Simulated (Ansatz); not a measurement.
# Graphene/h-AlN heterobilayer (68 atoms): support functions against a reference, part 2 of 3

Aim: test how closely localised support functions follow the reference on graphene/h-AlN heterobilayer (68 atoms), and at what cost. A setting counts as converged where the r.m.s. difference of forces stays under 1 % of the r.m.s. force.

Ansatz 0.2.0; Kohn-Sham DFT, PBE+D4, PAW (set soft_2), plane waves.

The cell: 42 C, 13 Al and 13 N. Beside vacuum, support functions can miss their usual error bounds without a warning.

So far. Step 4 (Support functions low): Forces differ from the reference by 0.53 meV/Å r.m.s., 0.11 % of their size, well within a tolerance of 1 %; the energy by -3.4 meV/atom. Step 5 (Support functions high): Forces differ from the reference by 0.26 meV/Å r.m.s., 0.053 % of their size, well within a tolerance of 1 %; the energy by -3.4 meV/atom. It took roughly 2.0 times the reference's time (one timing each, with unlike analyses asked), in 18 cycles against 10.

### Step 6. Support functions medium, radius 3.46 Å

The radius confines each support function; a larger one gives more freedom and more work per atom.

This step: Kohn-Sham DFT, PBE+D4, PAW (set soft_2), localised support functions (medium) (Ansatz 0.2.0).

File input.yaml:

```yaml
crystal:
  lattice:
    - [11.2793, 0.0, 0.0]
    - [-5.63965, 9.76816, 0.0]
    - [0.0, 0.0, 19.44]
  atoms:
    [... the 68 atom lines of step 2 ...]
kpoints:
  mp_grid: { grid: [3, 3, 1] }
hamiltonian:
  xc: pbe
  dispersion: d4
scf:
  occupations: { method: gaussian, width: 0.05 }
  eigensolver: { kind: { support_functions: { accuracy: medium, radius: 3.46 } } }
  mixing: { beta: 0.4 }
  max_iter: 150
output:
  forces: true
```

Started as:

```
$ ansatz run input.yaml --threads 4 --pin off --max-ram 8192MiB --backend cpu --events-out ev --progress --plain --runs-dir out
```

The log of the run:

```text
[...]
Crystal: 68 atoms, lattice volume = 2141.860 Å³
Basis set: ecut = 420 eV, 41855 PW (Γ), exchange–correlation on 160×160×270 points (8 copies of the dense FFT grid, shifted against one another)
Bands: 164, of which v1, the nominal top of the filled ones, is band 136 counted from 1 (135 counted from 0)
Symmetry: 1 space group operations
k-points: 5 of 9 (time reversal used)
[...]
Eigensolver: Support functions (medium, 54×54×96 points, laid for a spacing of at most 0.212739 Å, radius 3.460000 Å, 72 sites without an atom, 2 species' potentials softened for the grid, 3 wholly corrected for its errors in the mean over positions, 3 with the egg-box correction, energy correction by stochastic trace)
[...]
SCF iter   1: F=—  HF=-22587.646187 eV  |F-HF|=—  |Δ(HF+E_count)|=         —  Δρ=8.40e-2  dr2=1.88e2  ethr=1.00e-1
[...]
SCF iter  12: F=—  HF=-22551.204616 eV  |F-HF|=—  |Δ(HF+E_count)|=   8.72e-4  Δρ=1.36e-5  dr2=4.10e-6  ethr=6.36e-9  κ⁻¹=2.2e-6(r=7)
SCF iter  13: F=-22551.205267 eV  HF=-22551.205267 eV  |F-HF|=6.91e-8  |Δ(HF+E_count)|=   6.51e-4  Δρ=5.99e-6  dr2=6.76e-7  ethr=1.51e-9
SCF 1 converged in 13 iterations: F = -22551.212334 eV  dr2 = 6.76e-7
[...]
SCF converged after 13 iterations
[...]
Free energy (F): -22551.212334 eV
[...]
Internal energy: -22551.204236 eV  (E = F + TS)
E sigma→0 (E₀):  -22551.208285 eV
Entropy (-TS):   -0.008099 eV (-0.119 meV/atom)
Fermi energy:    -0.879686 eV
[...]
Σ components = -22551.212334   (vs F -22551.212334, Δ=0.00e0)
--- Forces (eV/Å), atoms counted from 1 ---
  atom   1  C     -1.06295440    -0.34434980     0.34030362
  atom   2  C      1.13693144    -0.20564426    -0.14416440
  atom   3  C     -0.17145036     0.68601318     0.20832245
  atom   4  C     -0.07076975    -0.00849657    -0.30769721
[...]
atom  68  N     -0.60408505     0.02313594    -0.02570961
  max |Σ_I F_I| component: 2.97e-3 eV/Å
--- Band table (eV; the first three rows and the last of 5) ---
[...]
```

Elapsed: 1.7 min, on 4 threads of Arm Neoverse V1, shared host; peak memory 3.4 GiB; 6.7 min of CPU time.

Keys that differ from the reference: support_functions.accuracy = "medium", support_functions.radius = 3.46, scf.max_iter = 150 and scf.mixing.beta = 0.4.

Forces differ from the reference by 0.41 meV/Å r.m.s., 0.086 % of their size, well within a tolerance of 1 %; the energy by -3.4 meV/atom.

### Step 7. Support functions medium, radius 3.74 Å

The radius confines each support function; a larger one gives more freedom and more work per atom.

input.yaml, the sections that differ from step 6:

```yaml
scf:
  occupations: { method: gaussian, width: 0.05 }
  eigensolver: { kind: { support_functions: { accuracy: medium, radius: 3.74 } } }
  mixing: { beta: 0.4 }
  max_iter: 150
# crystal, kpoints, hamiltonian, output: as in step 6
```

The log of the run:

```text
[...]
Crystal: 68 atoms, lattice volume = 2141.860 Å³
Basis set: ecut = 420 eV, 41855 PW (Γ), exchange–correlation on 160×160×270 points (8 copies of the dense FFT grid, shifted against one another)
Bands: 164, of which v1, the nominal top of the filled ones, is band 136 counted from 1 (135 counted from 0)
Symmetry: 1 space group operations
k-points: 5 of 9 (time reversal used)
[...]
SCF iter   1: F=—  HF=-22589.714537 eV  |F-HF|=—  |Δ(HF+E_count)|=         —  Δρ=8.40e-2  dr2=1.88e2  ethr=1.00e-1
[...]
SCF iter  12: F=—  HF=-22551.208081 eV  |F-HF|=—  |Δ(HF+E_count)|=   5.15e-4  Δρ=1.09e-5  dr2=2.95e-6  ethr=7.12e-9  κ⁻¹=2.5e-6(r=7)
SCF iter  13: F=-22551.208462 eV  HF=-22551.208462 eV  |F-HF|=2.72e-7  |Δ(HF+E_count)|=   3.81e-4  Δρ=5.31e-6  dr2=4.71e-7  ethr=1.09e-9
SCF 1 converged in 13 iterations: F = -22551.212369 eV  dr2 = 4.71e-7
[...]
SCF converged after 13 iterations
[...]
Free energy (F): -22551.212369 eV
[...]
Internal energy: -22551.204270 eV  (E = F + TS)
E sigma→0 (E₀):  -22551.208320 eV
Entropy (-TS):   -0.008100 eV (-0.119 meV/atom)
Fermi energy:    -0.879560 eV
[...]
Σ components = -22551.212369   (vs F -22551.212369, Δ=0.00e0)
--- Forces (eV/Å), atoms counted from 1 ---
  atom   1  C     -1.06300914    -0.34434256     0.34037537
  atom   2  C      1.13683453    -0.20563379    -0.14405518
  atom   3  C     -0.17166687     0.68599091     0.20829617
  atom   4  C     -0.07064750    -0.00862952    -0.30763453
[...]
atom  68  N     -0.60413297     0.02298248    -0.02585015
  max |Σ_I F_I| component: 3.40e-3 eV/Å
--- Band table (eV; the first three rows and the last of 5) ---
[...]
```

Wall time 1.9 min (4 threads); peak memory 3.6 GiB.

Keys that differ from the reference: support_functions.accuracy = "medium", support_functions.radius = 3.74, scf.max_iter = 150 and scf.mixing.beta = 0.4.

Forces differ from the reference by 0.39 meV/Å r.m.s., 0.082 % of their size, well within a tolerance of 1 %; the energy by -3.4 meV/atom.

### Step 8. Support functions medium, radius 3.99 Å

The radius confines each support function; a larger one gives more freedom and more work per atom.

input.yaml, the sections that differ from step 7:

```yaml
scf:
  occupations: { method: gaussian, width: 0.05 }
  eigensolver: { kind: { support_functions: { accuracy: medium, radius: 3.99 } } }
  mixing: { beta: 0.4 }
  max_iter: 150
# crystal, kpoints, hamiltonian, output: as in step 7
```

The log of the run:

```text
[...]
Crystal: 68 atoms, lattice volume = 2141.860 Å³
Basis set: ecut = 420 eV, 41855 PW (Γ), exchange–correlation on 160×160×270 points (8 copies of the dense FFT grid, shifted against one another)
Bands: 164, of which v1, the nominal top of the filled ones, is band 136 counted from 1 (135 counted from 0)
Symmetry: 1 space group operations
k-points: 5 of 9 (time reversal used)
[...]
SCF iter   1: F=—  HF=-22590.403894 eV  |F-HF|=—  |Δ(HF+E_count)|=         —  Δρ=8.41e-2  dr2=1.88e2  ethr=1.00e-1
[...]
SCF iter  12: F=—  HF=-22551.209757 eV  |F-HF|=—  |Δ(HF+E_count)|=   3.17e-4  Δρ=1.10e-5  dr2=3.52e-6  ethr=6.68e-9  κ⁻¹=1.9e-6(r=7)
SCF iter  13: F=-22551.209985 eV  HF=-22551.209985 eV  |F-HF|=4.79e-7  |Δ(HF+E_count)|=   2.27e-4  Δρ=5.53e-6  dr2=5.38e-7  ethr=1.29e-9
SCF 1 converged in 13 iterations: F = -22551.212378 eV  dr2 = 5.38e-7
[...]
SCF converged after 13 iterations
[...]
Free energy (F): -22551.212378 eV
[...]
Internal energy: -22551.204278 eV  (E = F + TS)
E sigma→0 (E₀):  -22551.208328 eV
Entropy (-TS):   -0.008100 eV (-0.119 meV/atom)
Fermi energy:    -0.879604 eV
[...]
Σ components = -22551.212378   (vs F -22551.212378, Δ=0.00e0)
--- Forces (eV/Å), atoms counted from 1 ---
  atom   1  C     -1.06302748    -0.34425071     0.34025334
  atom   2  C      1.13680463    -0.20575588    -0.14396259
  atom   3  C     -0.17163061     0.68602978     0.20830591
  atom   4  C     -0.07062992    -0.00848279    -0.30757751
[...]
atom  68  N     -0.60422837     0.02303347    -0.02588826
  max |Σ_I F_I| component: 2.54e-3 eV/Å
--- Band table (eV; the first three rows and the last of 5) ---
[...]
```

It took 2.1 min on 4 threads; peak memory 3.9 GiB; 8.3 min of CPU time.

Keys that differ from the reference: support_functions.accuracy = "medium", support_functions.radius = 3.99, scf.max_iter = 150 and scf.mixing.beta = 0.4.

Forces differ from the reference by 0.38 meV/Å r.m.s., 0.078 % of their size, well within a tolerance of 1 %; the energy by -3.4 meV/atom.

### Step 9. Support functions medium, radius 4.28 Å

The radius confines each support function; a larger one gives more freedom and more work per atom.

input.yaml, the sections that differ from step 8:

```yaml
scf:
  occupations: { method: gaussian, width: 0.05 }
  eigensolver: { kind: { support_functions: { accuracy: medium, radius: 4.28 } } }
  mixing: { beta: 0.4 }
  max_iter: 150
# crystal, kpoints, hamiltonian, output: as in step 8
```

The log of the run:

```text
[...]
Crystal: 68 atoms, lattice volume = 2141.860 Å³
Basis set: ecut = 420 eV, 41855 PW (Γ), exchange–correlation on 160×160×270 points (8 copies of the dense FFT grid, shifted against one another)
Bands: 164, of which v1, the nominal top of the filled ones, is band 136 counted from 1 (135 counted from 0)
Symmetry: 1 space group operations
k-points: 5 of 9 (time reversal used)
[...]
SCF iter   1: F=—  HF=-22590.672028 eV  |F-HF|=—  |Δ(HF+E_count)|=         —  Δρ=8.41e-2  dr2=1.89e2  ethr=1.00e-1
[...]
SCF iter  12: F=—  HF=-22551.210829 eV  |F-HF|=—  |Δ(HF+E_count)|=   2.10e-4  Δρ=1.28e-5  dr2=4.63e-6  ethr=6.36e-9  κ⁻¹=1.9e-6(r=7)
SCF iter  13: F=-22551.210969 eV  HF=-22551.210969 eV  |F-HF|=5.98e-7  |Δ(HF+E_count)|=   1.40e-4  Δρ=6.02e-6  dr2=6.29e-7  ethr=1.70e-9
SCF 1 converged in 13 iterations: F = -22551.212402 eV  dr2 = 6.29e-7
[...]
SCF converged after 13 iterations
[...]
Free energy (F): -22551.212402 eV
[...]
Internal energy: -22551.204302 eV  (E = F + TS)
E sigma→0 (E₀):  -22551.208352 eV
Entropy (-TS):   -0.008100 eV (-0.119 meV/atom)
Fermi energy:    -0.879622 eV
[...]
Σ components = -22551.212402   (vs F -22551.212402, Δ=0.00e0)
--- Forces (eV/Å), atoms counted from 1 ---
  atom   1  C     -1.06299382    -0.34432851     0.34021813
  atom   2  C      1.13683456    -0.20570758    -0.14409493
  atom   3  C     -0.17162214     0.68604168     0.20820334
  atom   4  C     -0.07065904    -0.00847038    -0.30764535
[...]
atom  68  N     -0.60407709     0.02302364    -0.02589622
  max |Σ_I F_I| component: 1.29e-3 eV/Å
--- Band table (eV; the first three rows and the last of 5) ---
[...]
```

It took 2.5 min on 4 threads; peak memory 4.2 GiB.

Keys that differ from the reference: support_functions.accuracy = "medium", support_functions.radius = 4.28, scf.max_iter = 150 and scf.mixing.beta = 0.4.

Forces differ from the reference by 0.37 meV/Å r.m.s., 0.076 % of their size, well within a tolerance of 1 %; the energy by -3.4 meV/atom.

### Step 10. Support functions medium, radius 4.81 Å

The radius confines each support function; a larger one gives more freedom and more work per atom.

input.yaml, the sections that differ from step 9:

```yaml
scf:
  occupations: { method: gaussian, width: 0.05 }
  eigensolver: { kind: { support_functions: { accuracy: medium, radius: 4.81 } } }
  mixing: { beta: 0.4 }
  max_iter: 150
# crystal, kpoints, hamiltonian, output: as in step 9
```

The log of the run:

```text
[...]
Crystal: 68 atoms, lattice volume = 2141.860 Å³
Basis set: ecut = 420 eV, 41855 PW (Γ), exchange–correlation on 160×160×270 points (8 copies of the dense FFT grid, shifted against one another)
Bands: 164, of which v1, the nominal top of the filled ones, is band 136 counted from 1 (135 counted from 0)
Symmetry: 1 space group operations
k-points: 5 of 9 (time reversal used)
[...]
SCF iter   1: F=—  HF=-22590.706047 eV  |F-HF|=—  |Δ(HF+E_count)|=         —  Δρ=8.41e-2  dr2=1.89e2  ethr=1.00e-1
[...]
SCF iter  12: F=—  HF=-22551.211617 eV  |F-HF|=—  |Δ(HF+E_count)|=   1.41e-4  Δρ=1.33e-5  dr2=5.05e-6  ethr=6.50e-9  κ⁻¹=2.5e-6(r=7)
SCF iter  13: F=-22551.211701 eV  HF=-22551.211701 eV  |F-HF|=6.36e-7  |Δ(HF+E_count)|=   8.36e-5  Δρ=6.39e-6  dr2=6.45e-7  ethr=1.86e-9
SCF 1 converged in 13 iterations: F = -22551.212419 eV  dr2 = 6.45e-7
[...]
SCF converged after 13 iterations
[...]
Free energy (F): -22551.212419 eV
[...]
Internal energy: -22551.204318 eV  (E = F + TS)
E sigma→0 (E₀):  -22551.208369 eV
Entropy (-TS):   -0.008100 eV (-0.119 meV/atom)
Fermi energy:    -0.879443 eV
[...]
Σ components = -22551.212419   (vs F -22551.212419, Δ=0.00e0)
--- Forces (eV/Å), atoms counted from 1 ---
  atom   1  C     -1.06298819    -0.34432604     0.34013026
  atom   2  C      1.13683086    -0.20571027    -0.14404504
  atom   3  C     -0.17165025     0.68604225     0.20812982
  atom   4  C     -0.07061085    -0.00845497    -0.30766396
[...]
atom  68  N     -0.60415927     0.02300889    -0.02587568
  max |Σ_I F_I| component: 5.42e-4 eV/Å
--- Band table (eV; the first three rows and the last of 5) ---
[...]
```

Elapsed: 3.3 min, on 4 threads; peak memory 4.7 GiB.

Keys that differ from the reference: support_functions.accuracy = "medium", support_functions.radius = 4.81, scf.max_iter = 150 and scf.mixing.beta = 0.4.

Forces differ from the reference by 0.36 meV/Å r.m.s., 0.075 % of their size, well within a tolerance of 1 %; the energy by -3.4 meV/atom.

### Step 11. Support functions medium, radius 5.35 Å

The radius confines each support function; a larger one gives more freedom and more work per atom.

input.yaml, the sections that differ from step 10:

```yaml
scf:
  occupations: { method: gaussian, width: 0.05 }
  eigensolver: { kind: { support_functions: { accuracy: medium, radius: 5.35 } } }
  mixing: { beta: 0.4 }
  max_iter: 150
# crystal, kpoints, hamiltonian, output: as in step 10
```

The log of the run:

```text
[...]
Crystal: 68 atoms, lattice volume = 2141.860 Å³
Basis set: ecut = 420 eV, 41855 PW (Γ), exchange–correlation on 160×160×270 points (8 copies of the dense FFT grid, shifted against one another)
Bands: 164, of which v1, the nominal top of the filled ones, is band 136 counted from 1 (135 counted from 0)
Symmetry: 1 space group operations
k-points: 5 of 9 (time reversal used)
[...]
SCF iter   1: F=—  HF=-22590.702182 eV  |F-HF|=—  |Δ(HF+E_count)|=         —  Δρ=8.41e-2  dr2=1.89e2  ethr=1.00e-1
[...]
SCF iter  12: F=—  HF=-22551.211955 eV  |F-HF|=—  |Δ(HF+E_count)|=   1.07e-4  Δρ=1.38e-5  dr2=5.20e-6  ethr=5.50e-9  κ⁻¹=3.1e-6(r=7)
SCF iter  13: F=-22551.212012 eV  HF=-22551.212011 eV  |F-HF|=5.92e-7  |Δ(HF+E_count)|=   5.59e-5  Δρ=6.71e-6  dr2=6.91e-7  ethr=1.91e-9
SCF 1 converged in 13 iterations: F = -22551.212435 eV  dr2 = 6.91e-7
[...]
SCF converged after 13 iterations
[...]
Free energy (F): -22551.212435 eV
[...]
Internal energy: -22551.204334 eV  (E = F + TS)
E sigma→0 (E₀):  -22551.208385 eV
Entropy (-TS):   -0.008100 eV (-0.119 meV/atom)
Fermi energy:    -0.879403 eV
[...]
Σ components = -22551.212435   (vs F -22551.212435, Δ=0.00e0)
--- Forces (eV/Å), atoms counted from 1 ---
  atom   1  C     -1.06301081    -0.34432333     0.34014169
  atom   2  C      1.13684302    -0.20574436    -0.14401812
  atom   3  C     -0.17165091     0.68604849     0.20824591
  atom   4  C     -0.07062732    -0.00847979    -0.30767752
[...]
atom  68  N     -0.60413251     0.02297446    -0.02590762
  max |Σ_I F_I| component: 1.10e-3 eV/Å
--- Band table (eV; the first three rows and the last of 5) ---
[...]
```

It took 4.5 min on 4 threads; peak memory 5.4 GiB.

Keys that differ from the reference: support_functions.accuracy = "medium", support_functions.radius = 5.35, scf.max_iter = 150 and scf.mixing.beta = 0.4.

Forces differ from the reference by 0.35 meV/Å r.m.s., 0.073 % of their size, well within a tolerance of 1 %; the energy by -3.4 meV/atom. It took roughly 1.5 times the reference's time (one timing each, with unlike analyses asked), in 13 cycles against 10.

### Step 12. Other settings

This functional strengthens the gradient correction of exchange, which tends to weaken binding against PBE. Changed here: crystal.symmetry.detect = false, hamiltonian.xc = "revpbe" and scf.initial_density.chi_scale = 0.3.

This step: Kohn-Sham DFT, revPBE+D4, PAW (set soft_2), plane waves (Ansatz 0.2.0).

File input.yaml:

```yaml
crystal:
  lattice:
    - [11.2793, 0.0, 0.0]
    - [-5.63965, 9.76816, 0.0]
    - [0.0, 0.0, 19.44]
  atoms:
    [... the 68 atom lines of step 2 ...]
  symmetry: { detect: false }
kpoints:
  mp_grid: { grid: [3, 3, 1] }
hamiltonian:
  xc: revpbe
  dispersion: d4
scf:
  occupations: { method: gaussian, width: 0.05 }
  initial_density: { chi_scale: 0.3 }
output:
  forces: true
  populations: intrinsic
  dos:
    method: { smearing: { sigma: 0.1 } }
    de: 0.1
    projected:
      site_lists:
        Al: [Al]
        C: [C]
        "N": ["N"]
        layer_1: [0, 1, 2, 3, 4, 5, 6, 7, 8, 9, 10, 11, 12, 13, 14, 15, 16, 17, 18, 19, 20, 21, 22, 23, 24, 25, 26, 27, 28, 29, 30, 31, 32, 33, 34, 35, 36, 37, 38, 39, 40, 41]
        layer_2: [42, 43, 44, 45, 46, 47, 48, 49, 50, 51, 52, 53, 54, 55, 56, 57, 58, 59, 60, 61, 62, 63, 64, 65, 66, 67]
  eigenvalues: true
```

The log of the run:

```text
[...]
Crystal: 68 atoms, lattice volume = 2141.860 Å³
Basis set: ecut = 420 eV, 41855 PW (Γ), exchange–correlation on 160×160×270 points (8 copies of the dense FFT grid, shifted against one another)
Bands: 204, of which v1, the nominal top of the filled ones, is band 136 counted from 1 (135 counted from 0)
Symmetry: 1 space group operations
k-points: 5 of 9 (time reversal used)
[...]
SCF iter   1: F=—  HF=-22673.546503 eV  |F-HF|=—  |Δ(HF+E_count)|=         —  Δρ=6.20e-2  dr2=8.67e1  ethr=3.10e-3  ⟨swp⟩=6.6  Hψ=5256  notcnv=0  defer=171
[...]
SCF iter  10: F=—  HF=-22645.004408 eV  |F-HF|=—  |Δ(HF+E_count)|=   6.94e-6  Δρ=6.44e-6  dr2=1.01e-6  ethr=1.85e-9  ⟨swp⟩=2.0  Hψ=1308  notcnv=0  defer=306
SCF iter  11: F=-22645.004410 eV  HF=-22645.004410 eV  |F-HF|=6.86e-7  |Δ(HF+E_count)|=   1.28e-6  Δρ=1.82e-6  dr2=6.85e-8  ethr=3.68e-11  ⟨swp⟩=39.0  Hψ=12229  notcnv=0
SCF 1 converged in 11 iterations: F = -22645.004410 eV  dr2 = 6.85e-8
[...]
SCF converged after 11 iterations
Free energy (F): -22645.004410 eV
[...]
Internal energy: -22644.996341 eV  (E = F + TS)
E sigma→0 (E₀):  -22645.000376 eV
Entropy (-TS):   -0.008069 eV (-0.119 meV/atom)
Fermi energy:    -0.781634 eV
[...]
Σ components = -22645.004410   (vs F -22645.004410, Δ=0.00e0)
--- Forces (eV/Å), atoms counted from 1 ---
  atom   1  C     -1.07149492    -0.34514079     0.36832157
  atom   2  C      1.14304717    -0.20837347    -0.10583807
  atom   3  C     -0.17344280     0.69023161     0.23606830
  atom   4  C     -0.06998665    -0.00752827    -0.26528334
[...]
atom  68  N     -0.61109947     0.02126581    -0.05923029
  max |Σ_I F_I| component: 4.01e-4 eV/Å
--- Band table (eV; the first three rows and the last of 5) ---
[...]
--- intrinsic populations: 68 sites ---
  site symbol       q [e]
     0      C      4.0002
     1      C      3.9957
     2      C      4.0025
[...]
67      N      6.1556
  spilling = 0.000000 (of n_electrons = 272.000000)
```

Wall time 3.2 min (4 threads); peak memory 6 GiB.

Forces differ from the reference by 27 meV/Å r.m.s., 5.6 % of their size.

### Step 13. Cost against change

Differences are against the plane-wave reference (Kohn-Sham DFT, PBE+D4, PAW (set soft_2), plane waves), whose r.m.s. force component is 0.481 eV/Å. Energies are set beside the reference only for runs with its functional, potentials and electron count. Times are for 4 threads of Arm Neoverse V1, shared host. The reference's time includes the DOS, ELF and grids, which some other runs skip.

| run | Δ force, r.m.s. (meV/Å) | share of r.m.s. force (%) | Δ energy (meV/atom) | cycles | time | host memory (GiB) |
| --- | --- | --- | --- | --- | --- | --- |
| reference | - | - | - | 10 | 3.1 min | 6.1 |
| support functions medium | 0.409 | 0.0851 | -3.44 | 13 | 1.7 min | 3.5 |
| support functions low | 0.526 | 0.110 | -3.44 | 12 | 89 s | 3.3 |
| support functions high | 0.255 | 0.053 | -3.40 | 18 | 6 min | 6.6 |
| support functions medium, radius 3.46 Å | 0.412 | 0.0858 | -3.44 | 13 | 1.7 min | 3.4 |
| support functions medium, radius 3.74 Å | 0.393 | 0.0817 | -3.44 | 13 | 1.9 min | 3.6 |
| support functions medium, radius 3.99 Å | 0.375 | 0.0779 | -3.44 | 13 | 2.1 min | 3.9 |
| support functions medium, radius 4.28 Å | 0.366 | 0.0761 | -3.44 | 13 | 2.5 min | 4.2 |
| support functions medium, radius 4.81 Å | 0.36 | 0.0749 | -3.44 | 13 | 3.3 min | 4.7 |
| support functions medium, radius 5.35 Å | 0.351 | 0.073 | -3.44 | 13 | 4.5 min | 5.4 |
| crystal.symmetry.detect = false, hamiltonian.xc = "revpbe" and scf.initial_density.chi_scale = 0.3 | 27.0 | 5.61 | - | 11 | 3.2 min | 6.0 |

(Continued in part 3 of 3.)

[Long decimals in the printed logs are rounded to 6 places.]

[Logs are printed without paths, hosts, clocks, repeated set-up lines and the standing remarks that a program may print on its own settings, such as how far it seeks lower states.]

[Hosts, paths, dates, database ids (printed as entryN), source tags and the programs' standing remarks are cut or masked in the printed files.]
